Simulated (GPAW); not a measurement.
# GaAs: optical spectrum from first principles

Aim: the dielectric function of GaAs, and the optical constants that follow from it.

Main program and level: GPAW 26.7.0; DFT, PBE, plane-wave PAW (GPAW data sets), scalar-relativistic, RPA, optical limit.

Most raw output is cut from this account.

## 1. Starting point

Symmetry: F-43m, No. 216, cubic system. Conventional cell: a = 5.654 Å, b = 5.654 Å, c = 5.654 Å, α = 90.00°, β = 90.00°, γ = 90.00°. As has 4 Ga at 2.45 Å nearest. Nearest to Ga lie 4 As at 2.45 Å. Farther neighbours are not listed.

As a file:

```
As Ga
1.0
     0.00000    2.82685    2.82685
     2.82685    0.00000    2.82685
     2.82685    2.82685    0.00000
As Ga
1 1
Direct
  0.75000 0.75000 0.75000
  0.00000 0.00000 0.00000
```

## 2. Ground state

First the ground state: is it a metal or has it a gap?

This step: DFT, PBE, plane-wave PAW (GPAW data sets), scalar-relativistic, ground state (GPAW 26.7.0).

gs.py reads:

```python
from ase import Atoms
from ase.dft.bandgap import bandgap
from gpaw import GPAW, PW, FermiDirac

atoms = Atoms(['As', 'Ga'],
              cell=[[0.000000000000, 2.826850000000, 2.826850000000],
                    [2.826850000000, 0.000000000000, 2.826850000000],
                    [2.826850000000, 2.826850000000, 0.000000000000]],
              scaled_positions=[[0.750000000000, 0.750000000000, 0.750000000000],
                                [0.000000000000, 0.000000000000, 0.000000000000]],
              pbc=[True, True, True])
atoms.calc = GPAW(mode=PW(550), xc='PBE', kpts={'size': (7, 7, 7), 'gamma': True},
                  occupations=FermiDirac(0.05), maxiter=150, txt='gs.txt')
print('energy (eV)', atoms.get_potential_energy())
print('Fermi level (eV)', atoms.calc.get_fermi_level())
print('valence electrons', atoms.calc.get_number_of_electrons())
print('gap (eV)', bandgap(atoms.calc, output=None)[0])
print('direct gap (eV)', bandgap(atoms.calc, direct=True, output=None)[0])
atoms.calc.write('gs.gpw')
```

On the command line:

```
$ OMP_NUM_THREADS=1 python gs.py
```

Run time: 4.2 s. Hardware: 1 thread of Arm Neoverse V2, shared host; peak memory 0.14 GiB.

This step gave:

```
energy                 : -8.223 eV
Fermi energy           : 5.245 eV
gap on the k-mesh      : 0.5859 eV
direct gap on the mesh : 0.5859 eV
electrons              : 8
```

There is a gap, 0.59 eV on this mesh (points off the mesh can give less), so no carriers' term is needed.

## 3. Bands for the response

At the fixed density, many empty bands are solved on the mesh of the response, since the spectrum sums over them.

This step: DFT, PBE, plane-wave PAW (GPAW data sets), scalar-relativistic, bands at fixed density (GPAW 26.7.0).

nscf.py reads:

```python
from ase.dft.bandgap import bandgap
from gpaw import GPAW, FermiDirac

calc = GPAW('gs.gpw').fixed_density(kpts={'size': (11, 11, 11), 'gamma': True}, nbands=37, convergence={'bands': 31},
                                    occupations=FermiDirac(0.001), txt='nscf.txt')
print('gap (eV)', bandgap(calc, output=None)[0])
print('direct gap (eV)', bandgap(calc, direct=True, output=None)[0])
print('top band over the Fermi level (eV)', min(calc.get_eigenvalues(kpt=k)[30] for k in range(len(calc.get_ibz_k_points()))) - calc.get_fermi_level())
calc.write('full.gpw', mode='all')
```

On the command line:

```
$ OMP_NUM_THREADS=1 python nscf.py
```

The job ended after 48 s (1 thread; peak memory 0.2 GiB).

## 4. Dielectric function, RPA

Transitions between filled and empty bands, summed over the zone, give the optical response, so mesh, band count and broadening shape it.

The induced potential is part of this response.

This step: DFT, PBE, plane-wave PAW (GPAW data sets), scalar-relativistic, RPA, optical limit (GPAW 26.7.0).

df.py reads:

```python
from gpaw.response.df import DielectricFunction

df = DielectricFunction('full.gpw', frequencies={'type': 'nonlinear', 'domega0': 0.03, 'omega2': 8},
                        ecut=50,
                        eta=0.12,
                        nbands=31,
                        txt='df.txt')
for direction in ['x']:
    df.get_dielectric_function(xc='RPA', direction=direction, filename=f'df_{direction}.csv')
```

On the command line:

```
$ OMP_NUM_THREADS=1 python df.py
```

Run time: 5 s. Hardware: 1 thread; peak memory 0.21 GiB.

Numbers from this step:

| Quantity | Value |
| --- | --- |
| electronic dielectric constant ε∞, mean over x, y and z (by symmetry where fewer were run) | 16.29 |

Some rows of df_x.csv (energy; Re and Im without local fields; Re and Im with them):

```text
0.000000, 17.293664, 0.000000, 16.288894, 0.000000
0.429336, 19.533399, 3.620378, 18.524502, 3.620697
0.878195, 12.174688, 1.762682, 11.054115, 1.752788
1.347938, 16.867465, 1.916068, 15.624042, 1.853533
1.840057, 18.089513, 4.302962, 16.584309, 4.111397
2.356191, 8.550206, 9.187065, 7.152213, 9.012757
2.898142, 11.905207, 11.175281, 10.239832, 10.410188
3.467895, 12.051844, 9.654655, 9.621695, 8.619136
4.067647, 8.783480, 29.717592, 9.449049, 23.847968
4.699832, 2.832771, 12.905250, 2.252713, 10.147283
5.367152, -6.754701, 8.876576, -6.470789, 8.378953
6.072622, -5.192909, 5.573858, -4.634343, 5.105342
6.819608, -4.145908, 5.652854, -2.894391, 5.151790
7.611886, -3.716005, 2.560935, -3.352167, 2.568605
8.453705, -2.547703, 1.899911, -2.203006, 1.735340
9.349861, -2.191973, 2.041647, -1.518999, 2.025616
10.305790, -1.697606, 1.039675, -1.423529, 1.140107
11.327680, -1.238638, 0.743192, -1.053604, 0.839780
12.422601, -0.856737, 0.591529, -0.697086, 0.647928
13.598673, -0.499741, 0.439090, -0.334902, 0.447535
```

The Im ε, E ∥ x has structure finer than the step of the table below, so its rows give means over 0.5 eV, whole bins alone (the curve runs from 0 to 14.0 eV). Peaks (eV: height): 0.59: 9.68, 2.17: 19.0, 4.20: 26.6, 5.03: 18.2.

Sum at mesh points, not converged in k; values under the direct gap are tails of Lorentzian lines. Im ε, E ∥ x against photon energy; means over each step:

```
photon energy (eV)  Im ε, E ∥ x
               0.5         5.09
               1.0         1.60
               1.5         3.98
               2.0         10.1
               2.5         9.59
               3.0         11.0
               3.5         10.3
               4.0         20.5
               4.5         12.5
               5.0         15.3
               5.5         8.32
               6.0         6.08
               6.5         5.02
               7.0         4.85
               7.5         2.79
               8.0         2.43
               8.5         1.91
               9.0         1.92
               9.5         1.91
              10.0         1.29
              10.5         1.15
              11.0         1.09
              11.5        0.844
              12.0        0.694
              12.5        0.599
              13.0        0.504
              13.5        0.445
```

The reflectivity at normal incidence, E ∥ x has structure finer than the step of the table below, so its rows give means over 0.5 eV, whole bins alone (the curve runs from 0 to 14.0 eV). Peaks (eV: height): 4.33: 62.6, 5.22: 63.1, 5.92: 61.0, 7.27: 62.0, 8.39: 56.0, 9.82: 55.5, 11.25: 51.9.

Sum at mesh points, not converged in k. Reflectivity at normal incidence, E ∥ x against photon energy; means over each step:

```
photon energy (eV)  reflectivity at normal incidence, E ∥ x (%)
               0.5                                         37.0
               1.0                                         31.0
               1.5                                         36.7
               2.0                                         42.5
               2.5                                         36.6
               3.0                                         38.4
               3.5                                         37.6
               4.0                                         50.0
               4.5                                         50.4
               5.0                                         53.2
               5.5                                         55.8
               6.0                                         57.3
               6.5                                         49.4
               7.0                                         53.3
               7.5                                         59.0
               8.0                                         52.1
               8.5                                         51.0
               9.0                                         46.5
               9.5                                         46.5
              10.0                                         51.9
              10.5                                         46.7
              11.0                                         48.5
              11.5                                         48.9
              12.0                                         50.0
              12.5                                         48.5
              13.0                                         45.2
              13.5                                         42.9
```

The Im ε, E ∥ x has structure finer than the step of the table below, so its rows give means over 0.5 eV, whole bins alone (the curve runs from 0 to 14.0 eV). Peaks (eV: height): without local fields 0.59: 9.63, 2.17: 19.7, 4.16: 31.0, 4.93: 20.6; with local fields 0.59: 9.68, 2.17: 19.0, 4.20: 26.6, 5.03: 18.2.

Sum at mesh points, not converged in k; values under the direct gap are tails of Lorentzian lines. Table of Im ε, E ∥ x by photon energy; means over each step:

```
photon energy (eV)  without local fields  with local fields
               0.5                  5.07               5.09
               1.0                  1.62               1.60
               1.5                  4.09               3.98
               2.0                  10.6               10.1
               2.5                  9.99               9.59
               3.0                  11.8               11.0
               3.5                  11.7               10.3
               4.0                  24.8               20.5
               4.5                  13.9               12.5
               5.0                  17.1               15.3
               5.5                  9.26               8.32
               6.0                  6.56               6.08
               6.5                  5.72               5.02
               7.0                  4.85               4.85
               7.5                  2.80               2.79
               8.0                  2.66               2.43
               8.5                  2.14               1.91
               9.0                  2.01               1.92
               9.5                  1.78               1.91
              10.0                  1.20               1.29
              10.5                  1.13               1.15
              11.0                 0.940               1.09
              11.5                 0.745              0.844
              12.0                 0.609              0.694
              12.5                 0.544              0.599
              13.0                 0.497              0.504
              13.5                 0.428              0.445
```

Sum at mesh points, not converged in k; values under the direct gap are tails of Lorentzian lines. The loss function −Im 1/ε at q → 0, E ∥ x by energy loss; read off at these points:

```
energy loss (eV)  loss function −Im 1/ε at q → 0, E ∥ x
             0.0                                      0
             0.5                                 0.0171
             1.0                                0.00816
             1.5                                 0.0136
             2.0                                 0.0164
             2.5                                 0.0429
             3.0                                 0.0484
             3.5                                 0.0480
             4.0                                 0.0364
             4.5                                 0.0946
             5.0                                 0.0548
             5.5                                 0.0966
             6.0                                 0.0960
             6.5                                  0.138
             7.0                                  0.127
             7.5                                  0.146
             8.0                                  0.211
             8.5                                  0.243
             9.0                                  0.273
             9.5                                  0.287
            10.0                                  0.325
            10.5                                  0.454
            11.0                                  0.406
            11.5                                  0.516
            12.0                                  0.549
            12.5                                  0.702
            13.0                                   1.06
            13.5                                   1.35
```

Optical constants at common wavelengths, from n + ik = √ε:

```
wavelength (nm)     n      k  R (%)     1/α
           1064  3.71  0.160   33.2  528 nm
            800  4.17  0.688   38.7   93 nm
            633  4.50  0.709   41.5   71 nm
            532  3.06  1.658   36.4   26 nm
            450  3.57  1.436   37.8   25 nm
            405  3.54  1.619   39.0   20 nm
            308  4.23  2.590   50.3  9.5 nm
```

Below the direct gap, k and the depth come from the tails of the Lorentzian lines, not from transitions.

Rows near the edge hang on the gap, which this functional as a rule makes too small, and phonon-assisted absorption is left out.

## 5. Outcome

* electronic dielectric constant ε∞, mean over x, y and z (by symmetry where fewer were run) (RPA): 16.3

At this level (PBE, RPA) GaAs has ε∞ = 16.3 and n = 3.21 at 1550 nm. On the mesh the gap is 0.59 eV and the least direct gap 0.59 eV. Local fields change the static value along x from 17.29 to 16.29 (-6 %). Excitons and phonon-assisted transitions are missing; PBE gaps are as a rule too small, which pulls the onset down and ε∞ up. The sum runs over mesh points 0.17 Å⁻¹ apart with no interpolation, so peaks are partly noise of the mesh; over so small a direct gap single mesh points weigh heavily, so ε∞, n and their changes from run to run can be far off.

[Machine, clock and banner lines and Python warnings are left out of the logs.]

[Logs are printed without paths, hosts, clocks, repeated set-up lines and the standing remarks that a program may print on its own settings, such as how far it seeks lower states.]

[Hosts, paths, dates, database ids (printed as entryN), source tags and the programs' standing remarks are cut or masked in the printed files.]
